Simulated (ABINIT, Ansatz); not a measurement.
# AlBiS3 (Pm-3m): zone-centre phonons

Wanted: the vibrations of AlBiS3 (Pm-3m) at Γ, by two programs.

Main program and level: ABINIT 10.8.3; DFT LDA, scalar-relativistic, plane waves, HGH norm-conserving pseudopotentials.

The structure was built from a prototype and need not be the compound's stable phase.

## 1. Set-up

Symmetry: Pm-3m, No. 221, cubic system. Conventional cell: a = 4.567 Å, b = 4.567 Å, c = 4.567 Å, α = 90.00°, β = 90.00°, γ = 90.00°. Bi has 12 S at 3.23 Å nearest. Nearest to Al lie 6 S at 2.28 Å. Nearest to S lie 2 Al at 2.28 Å and 4 Bi at 3.23 Å. Farther neighbours and most contacts between anions are not listed.

## 2. Relaxation

The harmonic expansion needs vanishing forces, and a free crystal bears no stress, so cell and atoms are brought to rest. Stress is more sensitive to the basis than forces are: the last 3 Ha under the cutoff are smoothed with ecutsm, and the cutoff is raised above that of the later runs.

The starting cell comes from a relaxation made beforehand in Ansatz (LDA, PseudoDojo NC).

Input file relax.abi:

```
# relaxation
ionmov 2
optcell 2
dilatmx 1.08
ntime 40
tolmxf 1.0d-05
tolvrs 1.0d-14
prtwf 0
prtden 0
chksymtnons 0

# basis, mesh and filling
ecut 31.0
ecutsm 3.0
ixc 7
ngkpt 6 6 6
nshiftk 1
shiftk 0.0 0.0 0.0
istwfk *1
occopt 7
tsmear 0.01
nband 20
nstep 100
diemac 1000000.0
prtebands 0
prtgsr 0

# cell and atoms
acell 8.629659322 8.629659322 8.629659322
rprim 
    1.0 0.0 0.0
    0.0 1.0 0.0
    0.0 0.0 1.0
ntypat 3
znucl 83 13 16
natom 5
typat 1 2 3 3 3
xred 
    0.0 0.0 0.0
    0.5 0.5 0.5
    0.5 0.5 0.0
    0.5 0.0 0.5
    0.0 0.5 0.5
pp_dirpath "./pseudo"
pseudos "Bi.hgh, Al.hgh, S.hgh"
```

The run is started by

```
$ OMP_NUM_THREADS=1 mpirun -n 4 abinit relax.abi > relax.log
```

Numbers of over 12 decimals in the logs are rounded to 6 here.

relax.abo, the main output file:

```text
[banners, grids, parts of the stress and lines that vanish by symmetry left out]
- input  file    -> relax.abi
- output file    -> relax.abo
- root for input  files -> relaxi
[...]
Symmetries : space group Pm -3 m (#221); Bravais cP (primitive cubic)
[...]
mpw =        6704          nfft =      110592          nkpt =          20
[...]
== DATASET  1 ==================================================================
[...]
cutoff_energies: {ecut:  31.0, pawecutdg:  -1.0, }
[...]
Exchange-correlation functional for the present dataset will be:
  LDA: Perdew-Wang 92 LSD fit to Ceperley-Alder data - ixc=7
[...]
ETOT  1  -38.068832330579    -3.807E+01 2.789E-02 3.342E+03
 ETOT  2  -38.418988435670    -3.502E-01 1.214E-02 4.007E+02
 ETOT  3  -38.492094893135    -7.311E-02 3.490E-03 1.066E+02
 ETOT  4  -38.500632434342    -8.538E-03 4.414E-03 3.886E+01
 ETOT  5  -38.505846050337    -5.214E-03 1.302E-03 1.545E-01
[...]
At SCF step   12       vres2   =  4.98E-16 < tolvrs=  1.00E-14 =>converged.
[...]
sigma(1 1)= -4.87096750E-06  sigma(3 2)=  0.00000000E+00
  sigma(2 2)= -4.87096750E-06  sigma(3 1)=  0.00000000E+00
  sigma(3 3)= -4.87096750E-06  sigma(2 1)=  0.00000000E+00
[...]
convergence: {deltae:  3.553E-13, res2:  4.981E-16, residm:  2.929E-05, diffor: null, }
etotal    :  -3.85058642E+01
[...]
ETOT  1  -38.505862364144    -3.851E+01 1.712E-05 2.328E-02
[...]
At SCF step    8       vres2   =  5.03E-15 < tolvrs=  1.00E-14 =>converged.
[...]
sigma(1 1)= -3.52140938E-06  sigma(3 2)=  0.00000000E+00
  sigma(2 2)= -3.52140938E-06  sigma(3 1)=  0.00000000E+00
  sigma(3 3)= -3.52140938E-06  sigma(2 1)=  0.00000000E+00
[...]
convergence: {deltae:  4.121E-13, res2:  5.025E-15, residm:  7.109E-06, diffor: null, }
etotal    :  -3.85058654E+01
[...]
ETOT  1  -38.505846077608    -3.851E+01 7.420E-06 1.596E-01
[...]
ETOT  8  -38.505866661509    -3.212E-12 6.167E-06 3.016E-14
 ETOT  9  -38.505866661509     5.826E-13 2.997E-06 5.095E-16
 At SCF step    9       vres2   =  5.09E-16 < tolvrs=  1.00E-14 =>converged.
[...]
sigma(1 1)= -7.70034171E-09  sigma(3 2)=  0.00000000E+00
  sigma(2 2)= -7.70034172E-09  sigma(3 1)=  0.00000000E+00
  sigma(3 3)= -7.70034172E-09  sigma(2 1)=  0.00000000E+00
[...]
convergence: {deltae:  5.826E-13, res2:  5.095E-16, residm:  2.997E-06, diffor: null, }
etotal    :  -3.85058667E+01
[...]
At Broyd/MD step   3, gradients are converged :
[...]
sigma(1 1)= -7.70034171E-09  sigma(3 2)=  0.00000000E+00
  sigma(2 2)= -7.70034172E-09  sigma(3 1)=  0.00000000E+00
  sigma(3 3)= -7.70034172E-09  sigma(2 1)=  0.00000000E+00
[...]
- sigma(1 1)= -2.26551875E-04  sigma(3 2)=  0.00000000E+00
- sigma(2 2)= -2.26551875E-04  sigma(3 1)=  0.00000000E+00
- sigma(3 3)= -2.26551875E-04  sigma(2 1)=  0.00000000E+00
[...]
fcart     -0.0000000000E+00 -0.0000000000E+00 -0.0000000000E+00
           strten     -7.7003417143E-09 -7.7003417158E-09 -7.7003417158E-09
================================================================================

[key lines of the parts left out:]
pressure_GPa:   2.2655E-04
Total energy (etotal) [Ha]= -3.85058666615088E+01
```

Run time: 88 s. Hardware: 4 MPI ranks of Intel Xeon at 2.70GHz, shared host.

Little changed from the start: no atom moved by 0.005 Å and no cell edge by 0.1 %.

This step gave:

```yaml
volume_per_atom: 19.08 Å³
pressure: 2.27e-4 GPa
gap_on_the_k_mesh: 0 eV
```

## 3. Self-consistent run for the response

The response is built on these wavefunctions, so the potential is converged far more tightly than an energy would need. Occupations are smeared.

Input file gs.abi:

```
# ground state
tolvrs 1.0d-16
prtden 1
prtwf 1

# basis, mesh and filling
ecut 24.0
ixc 7
ngkpt 6 6 6
nshiftk 1
shiftk 0.0 0.0 0.0
istwfk *1
occopt 7
tsmear 0.01
nband 20
nstep 100
diemac 1000000.0
prtebands 0
prtgsr 0

# cell and atoms
acell 8.634216027 8.634216027 8.634216027
rprim 
    1.0 0.0 0.0
    0.0 1.0 0.0
    0.0 0.0 1.0
ntypat 3
znucl 83 13 16
natom 5
typat 1 2 3 3 3
xred 
    0.0 0.0 0.0
    0.5 0.5 0.5
    0.5 0.5 0.0
    0.5 0.0 0.5
    0.0 0.5 0.5
pp_dirpath "./pseudo"
pseudos "Bi.hgh, Al.hgh, S.hgh"
```

The run is started by

```
$ OMP_NUM_THREADS=1 mpirun -n 4 abinit gs.abi > gs.log
```

gs.abo, the main output file:

```text
[banners, grids, parts of the stress and lines that vanish by symmetry left out]
- input  file    -> gs.abi
- output file    -> gs.abo
- root for input  files -> gsi
[...]
Symmetries : space group Pm -3 m (#221); Bravais cP (primitive cubic)
[...]
mpw =        3695          nfft =       64000          nkpt =          20
[...]
== DATASET  1 ==================================================================
[...]
cutoff_energies: {ecut:  24.0, pawecutdg:  -1.0, }
[...]
Exchange-correlation functional for the present dataset will be:
  LDA: Perdew-Wang 92 LSD fit to Ceperley-Alder data - ixc=7
[...]
ETOT  1  -38.075632589588    -3.808E+01 2.896E-02 1.926E+03
 ETOT  2  -38.416180335657    -3.405E-01 1.789E-02 2.312E+02
 ETOT  3  -38.488968655888    -7.279E-02 1.614E-03 6.213E+01
 ETOT  4  -38.497538033914    -8.569E-03 2.074E-03 2.279E+01
 ETOT  5  -38.502830827952    -5.293E-03 5.448E-04 9.095E-02
[...]
ETOT 12  -38.502849204150     9.877E-13 3.090E-04 5.944E-16
 ETOT 13  -38.502849204150    -7.461E-13 7.625E-05 1.602E-18
 At SCF step   13       vres2   =  1.60E-18 < tolvrs=  1.00E-16 =>converged.
[...]
sigma(1 1)=  2.11214773E-05  sigma(3 2)=  0.00000000E+00
  sigma(2 2)=  2.11214773E-05  sigma(3 1)=  0.00000000E+00
  sigma(3 3)=  2.11214773E-05  sigma(2 1)=  0.00000000E+00
[...]
convergence: {deltae: -7.461E-13, res2:  1.602E-18, residm:  7.625E-05, diffor: null, }
etotal    :  -3.85028492E+01
[...]
sigma(1 1)=  2.11214773E-05  sigma(3 2)=  0.00000000E+00
  sigma(2 2)=  2.11214773E-05  sigma(3 1)=  0.00000000E+00
  sigma(3 3)=  2.11214773E-05  sigma(2 1)=  0.00000000E+00
[...]
- sigma(1 1)=  6.21415316E-01  sigma(3 2)=  0.00000000E+00
- sigma(2 2)=  6.21415316E-01  sigma(3 1)=  0.00000000E+00
- sigma(3 3)=  6.21415316E-01  sigma(2 1)=  0.00000000E+00
[...]
fcart     -0.0000000000E+00 -0.0000000000E+00 -0.0000000000E+00
           strten      2.1121477269E-05  2.1121477269E-05  2.1121477269E-05
================================================================================

[key lines of the parts left out:]
pressure_GPa:  -6.2142E-01
```

It took 21 s on 4 MPI ranks.

Numbers from this step:

* pressure: -0.6214 GPa

The cell stands at -0.62 GPa: the relaxation ran with a smoothed and higher cutoff, and the difference is a stress of the finite basis.

[end of part 1 of 5]

[Host names and launcher messages were left out of these logs when they were recorded.]

[Logs are printed without paths, hosts, clocks, repeated set-up lines and the standing remarks that a program may print on its own settings, such as how far it seeks lower states.]

[Hosts, paths, dates, database ids (printed as entryN), source tags and the programs' standing remarks are cut or masked in the printed files.]
